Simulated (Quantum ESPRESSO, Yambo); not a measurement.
# MoS2 (P6_3/mmc): G0W0 with Yambo, start to end, part 2 of 3

Aim: the G0W0 gap of MoS2 (P6_3/mmc) on PBE, step by step.

Quantum ESPRESSO 7.5 and Yambo 5.3.0; PBE and many-body steps on it, plane waves. Known limits of the many-body steps: not at the basis limit; no spin-orbit coupling; coarse k mesh.

So far. Step 2 (Ground state): The gap is indirect, with the least direct gap 0.77 eV higher. Step 3 (Bands along the symmetry lines): The gap is 0.889 eV, as in the run before at this level.

The database entry behind the starting cell differs from later determinations by our own check (about 0.3 % long), so it need not match the best structure at ambient conditions.

## 4. Empty states on the mesh, 6×6×2 mesh, 184 bands

Level of this step: DFT, PBE, plane waves, norm-conserving pseudopotentials (Quantum ESPRESSO).

The sums over transitions need many empty states on a uniform mesh; this step solves for them.

File pw.in:

```
&control
  calculation = 'nscf'
  prefix = 'x'
  outdir = 'o'
  pseudo_dir = 'pseudo'
/
&system
  ibrav = 0
  nat = 6
  ntyp = 2
  ecutwfc = 72.0
  nbnd = 184
  force_symmorphic = .true.
/
&electrons
  conv_thr = 1e-9
  electron_maxstep = 80
  diago_full_acc = .true.
  diago_thr_init = 5e-6
/
ATOMIC_SPECIES
  Mo 95.95 Mo.upf
  S 32.06 S.upf
CELL_PARAMETERS angstrom
  3.1690000000 -0.0000000000 0.0000000000
  -1.5845000000 2.7444345046 0.0000000000
  0.0000000000 0.0000000000 12.3240000000
ATOMIC_POSITIONS crystal
  Mo 0.3333333333 0.6666666667 0.2500000000
  Mo 0.6666666667 0.3333333333 0.7500000000
  S 0.3333333333 0.6666666667 0.6230000000
  S 0.6666666667 0.3333333333 0.1230000000
  S 0.3333333333 0.6666666667 0.8770000000
  S 0.6666666667 0.3333333333 0.3770000000
K_POINTS automatic
  6 6 2 0 0 0
```

Launch:

```sh
$ OMP_NUM_THREADS=1 mpirun -n 4 pw.x -nk 4 -in pw.in > pw.out
```

Output:

```text
[banner, memory and clock lines left out]
Program PWSCF v.7.5 starts

     Atomic positions and unit cell read from directory:
     o/x.save/

     Message from routine setup:
     using ibrav=0 with symmetry is DISCOURAGED, use correct ibrav instead

     G-vector sticks info

     bravais-lattice index     =            0
     lattice parameter (alat)  =       5.9885  a.u.
     unit-cell volume          =     723.3082 (a.u.)^3
     number of atoms/cell      =            6
     number of atomic types    =            2
     number of electrons       =        52.00
     number of Kohn-Sham states=          184
     kinetic-energy cutoff     =      72.0000  Ry
     charge density cutoff     =     288.0000  Ry
     Exchange-correlation= PBE
                           (   1   4   3   4   0   0   0)

     celldm(1)=   5.988542  celldm(2)=   0.000000  celldm(3)=   0.000000
     celldm(4)=   0.000000  celldm(5)=   0.000000  celldm(6)=   0.000000

     crystal axes: (cart. coord. in units of alat)
               a(1) = (   1.000000  -0.000000   0.000000 )
               a(2) = (  -0.500000   0.866025   0.000000 )
               a(3) = (   0.000000   0.000000   3.888924 )

     reciprocal axes: (cart. coord. in units 2 pi/alat)
               b(1) = (  1.000000  0.577350 -0.000000 )
               b(2) = (  0.000000  1.154701 -0.000000 )
               b(3) = ( -0.000000 -0.000000  0.257141 )
     Pseudo is Norm-conserving + core correction, Zval = 14.0
     Generated using ONCVPSP code by D. R. Hamann
     Using radial grid of 1640 points,  6 beta functions with:
     Pseudo is Norm-conserving + core correction, Zval =  6.0
     Generated using ONCVPSP code by D. R. Hamann
     Using radial grid of 1146 points,  6 beta functions with:
     Mo               14.00    95.95000     Mo( 1.00)
     S                 6.00    32.06000     S ( 1.00)

     12 Sym. Ops., with inversion, found

   Cartesian axes

     site n.     atom                  positions (alat units)
         1        Mo     tau(   1) = (  -0.0000000   0.5773503   0.9722310  )
         2        Mo     tau(   2) = (   0.5000000   0.2886751   2.9166930  )
         3        S      tau(   3) = (  -0.0000000   0.5773503   2.4227996  )
         4        S      tau(   4) = (   0.5000000   0.2886751   0.4783376  )
         5        S      tau(   5) = (  -0.0000000   0.5773503   3.4105863  )
         6        S      tau(   6) = (   0.5000000   0.2886751   1.4661243  )

     number of k points=    14
                       cart. coord. in units 2pi/alat
        k(    1) = (   0.0000000   0.0000000   0.0000000), wk =   0.0277778
        k(    2) = (   0.0000000   0.0000000  -0.1285703), wk =   0.0277778
        k(    3) = (   0.0000000   0.1924501   0.0000000), wk =   0.1666667
[...]
k(   13) = (   0.3333333   0.5773503   0.0000000), wk =   0.0555556
        k(   14) = (   0.3333333   0.5773503  -0.1285703), wk =   0.0555556

     Dense  grid:    59645 G-vectors     FFT dimensions: (  36,  36, 125)

     The potential is recalculated from file :
     o/x.save/charge-density

     Starting wfcs are   36 randomized atomic wfcs +  148 random wfcs

     Band Structure Calculation

     End of band structure calculation

          k = 0.0000 0.0000 0.0000 (  7437 PWs)   bands (ev):

   -50.5384 -50.5384 -24.6885 -24.6883 -24.4613 -24.4613 -24.4613 -24.4613
    -3.9616  -3.6916  -2.7522  -2.3099   4.1333   5.1658   7.5093   7.7226
     7.7226   7.7359   7.7359   8.8164   8.8164   8.8631   8.8631   9.8089
[...]
[... 11 further rows ...]
[...]
k = 0.0000 0.0000-0.1286 (  7394 PWs)   bands (ev):

[...]
[... 11 further rows ...]
[...]
k = 0.0000 0.1925 0.0000 (  7442 PWs)   bands (ev):

[...]
[... 11 further rows ...]
    70.2643  70.5906  70.7358  70.7424  71.4155  71.7568  72.3734  72.4178
    72.4628  72.7119  72.8064  73.1028  73.4540  73.4863  74.1281  74.5192

          k = 0.0000 0.1925-0.1286 (  7432 PWs)   bands (ev):

     [... further k-points ...]

     highest occupied, lowest unoccupied level (ev):    10.9922   11.8810

     XML data file, pseudopotentials, collected wavefunctions
```

The job ended after 72 s (4 MPI ranks of Arm Neoverse V1, shared host; peak memory 0.72 GiB; 4.8 min of CPU time).

This step gave:

| Property | Result |
| --- | --- |
| gap | 0.8888 eV |
| k of the valence top | 0, 0, 0 |
| k of the conduction bottom | 0.1667, 0.1667, 0 |
| least direct gap | 1.654 eV |
| k points computed | 14 |
| lowest point of the top converged band, above the valence top | 62.7875 eV |

On this mesh the gap is 0.889 eV.

## 5. Conversion and set-up

This step: Yambo 5.3.0; conversion and set-up on PBE, plane waves, norm-conserving pseudopotentials.

The states are converted to the many-body program's format and the q mesh is built.

Launch:

```sh
$ (cd o/x.save; p2y > p2y.log; mv SAVE ../..); yambo > setup.log
```

Output:

```text
 Yambo, version 5.3.0

 [02] CORE Variables Setup
 =========================

  [02.01] Unit cells
  ==================

  Cell kind             :  HCP
  Atoms in the cell     :  Mo  S
  number of Mo atoms    :  2
  number of S  atoms    :   4

  List of atomic masses
  Mass of Mo    :  95.95000
  Mass of S     :  32.06000

  List of atomic coordinates    : [cc]
  Mo1       : -0.29943E-09   3.4575       5.8222      order 1
  Mo2       :   2.99427   1.72874  17.46674  order 2
  S1       : -0.29943E-09   3.4575       14.509      order 3
  S2       :  2.994271  1.728743  2.864545  order 4
  S3       : -0.29943E-09   3.4575       20.424      order 5
  S4       :  2.994271  1.728743  8.779947  order 6

  Alat factors          :   5.98854   5.18623  23.28898 [a.u.]
  Direct lattice volume :  723.3082 [a.u.]
  Direct lattice vectors:  A[ 1 ]  A[ 2 ]  A[ 3 ]
   A[ 1 ]:  1.000000 -0.000000  0.000000  [iru]
   5.988542 -0.000000  0.000000  [cc]
   A[ 2 ]: -0.500000  1.000000  0.000000  [iru]
  -2.994271  5.186230  0.000000  [cc]
   A[ 3 ]:  0.000000  0.000000  1.000000  [iru]
    0.00000   0.00000  23.28898  [cc]

  Recip. lattice volume :  0.342938 [a.u.]
  Recip. lattice vectors:  B[ 1 ]  B[ 2 ]  B[ 3 ]
   B[ 1 ]:  1.000000  0.500000  0.000000  [iku]
   1.049201  0.605757 -0.000000  [cc]
   B[ 2 ]:  0.000000  1.000000  0.000000  [iku]
   0.000000  1.211513 -0.000000  [cc]
   B[ 3 ]:  0.000000  0.000000  1.000000  [iku]
  -0.000000 -0.000000  0.269792  [cc]

  [02.02] Symmetries
  ==================

  Inversion symmetry    : yes
  Spatial inversion     : yes
  Inversion index       :   7
  K-space Time-reversal : no
  Magnetic symmetries   : no
  Group table correct   : yes
  Symmetries units      :  [cc]

   [S  1]:   1.0000       0.0000       0.0000     -0.20692E-16   1.0000       0.0000       0.0000       0.0000       1.0000
   [S  2]:   1.0000       0.0000       0.0000     -0.20692E-16  -1.0000       0.0000       0.0000       0.0000      -1.0000
   [S  3]: -0.500000  0.866025  0.000000 -0.866025 -0.500000  0.000000  0.000000  0.000000  1.000000
[...]
[S 11]:  0.500000  0.866025  0.000000  0.866025 -0.500000  0.000000  0.000000  0.000000  1.000000
   [S 12]:  0.500000 -0.866025  0.000000 -0.866025 -0.500000  0.000000  0.000000  0.000000  1.000000

  [02.03] Reciprocal space
  ========================

  nG shells         :  2895
  nG charge         :   59645
  nG WFs            :   9275
  nC WFs            :   7490
  G-vecs. in first 80 shells:  [ Number ]
     1    3    5    7    9   15   27   39   41
    53   55   67   79   81   93   99  111  113
   125  137  149  161  167  169  181  193  205
[...]
809   811   823   835   859   865   877   889
  ...
  Shell energy in first 80 shells:  [ mHa ]
[...]
K [12]         [rlu]:  0.166667  0.333333 -0.500000
[...]
K [13]         [rlu]:  0.333333  0.333333  0.000000
         WF components:   7476
  K [14]         [rlu]:  0.333333  0.333333 -0.500000
         WF components:   7416

  [02.05] Energies & Occupations
  ==============================

  [X] === General ===
  [X] Electronic Temperature                        :  0.000000  0.000000 [eV K]
  [X] Bosonic    Temperature                        :  0.000000  0.000000 [eV K]
  [X] Finite Temperature mode                       : no
  [X] El. density                                   :  0.48515E+24 [cm-3]
  [X] Fermi Level                                   :  10.99217 [eV]

  [X] === Gaps and Widths ===
  [X] Conduction Band Min                           :  0.888808 [eV]
  [X] Valence Band Max                              :  0.000000 [eV]
  [X] Filled Bands                                  :  26
  [X] Empty Bands                                   :   27  184
  [X] Direct Gap                                    :  1.653901 [eV]
  [X] Direct Gap localized at k                     :  13
  [X] Indirect Gap                                  :  0.888808 [eV]
  [X] Indirect Gap between kpts                     :   1   9
  [X] Last valence band width                       :  1.613815 [eV]
  [X] 1st conduction band width                     :  1.216222 [eV]

  E @ K [ 1]:  [eV]
  -61.53053 -61.53053 -35.68062 -35.68049 -35.45350 -35.45350 -35.45343 -35.45343
[...]
occ @ K [ 1]
[...]
E @ K [ 2]:  [eV]
[...]
occ @ K [ 2]
[...]
E @ K [ 3]:  [eV]
[...]
occ @ K [ 3]
[...]
E @ K [ 8]:  [eV]
[...]
occ @ K [ 8]
[...]
E @ K [ 9]:  [eV]
[...]
occ @ K [ 9]
[...]
E @ K [10]:  [eV]
[...]
occ @ K [10]
[...]
E @ K [11]:  [eV]
[...]
occ @ K [11]
[...]
E @ K [12]:  [eV]
[...]
occ @ K [12]
[...]
E @ K [13]:  [eV]
[...]
occ @ K [13]
[...]
E @ K [14]:  [eV]
[...]
occ @ K [14]
[...]
0.000000  0.000000  0.000000  0.000000  0.000000  0.000000  0.000000  0.000000
   0.000000  0.000000  0.000000  0.000000  0.000000  0.000000  0.000000  0.000000

 [03] Transferred momenta grid and indexing
 ==========================================

 IBZ Q-points                                      :  14
 BZ  Q-points                                      :   72

 K/Q-points units:
 rlu = crystal or reduced units; cc = cartesian coordinates; iku = interal k-units

 Q [ 1]         [rlu]:  0.000000  0.000000  0.000000
 Q [ 2]         [rlu]:  0.000000  0.000000 -0.500000
 Q [ 3]         [rlu]: -0.39822E-17  0.16667       0.0000
[...]
Q [ 8]         [rlu]:  0.11947E-16 -0.50000     -0.50000
 Q [ 9]         [rlu]:  0.166667  0.166667  0.000000
 Q [10]         [rlu]:  0.166667  0.166667 -0.500000
 Q [11]         [rlu]:  0.166667  0.333333  0.000000
 Q [12]         [rlu]:  0.166667  0.333333 -0.500000
 Q [13]         [rlu]:  0.333333  0.333333  0.000000
 Q [14]         [rlu]:  0.333333  0.333333 -0.500000

  [03.01] X indexes
  =================

   [03.01.01] Sigma indexes
   ========================

 [06] Game Over & Game summary
```

It took 3 s on 1 MPI rank; peak memory 0.25 GiB.

[end of part 2 of 3]

[Paths, hosts, dates, memory and timing lines, banners, echoed tables and standing remarks are left out of the program output.]

[Logs are printed without paths, hosts, clocks, repeated set-up lines and the standing remarks that a program may print on its own settings, such as how far it seeks lower states.]

[Runs of the session that timed out or met a known fault of the program may be left out.]

[Hosts, paths, dates, database ids (printed as entryN), source tags and the programs' standing remarks are cut or masked in the printed files.]
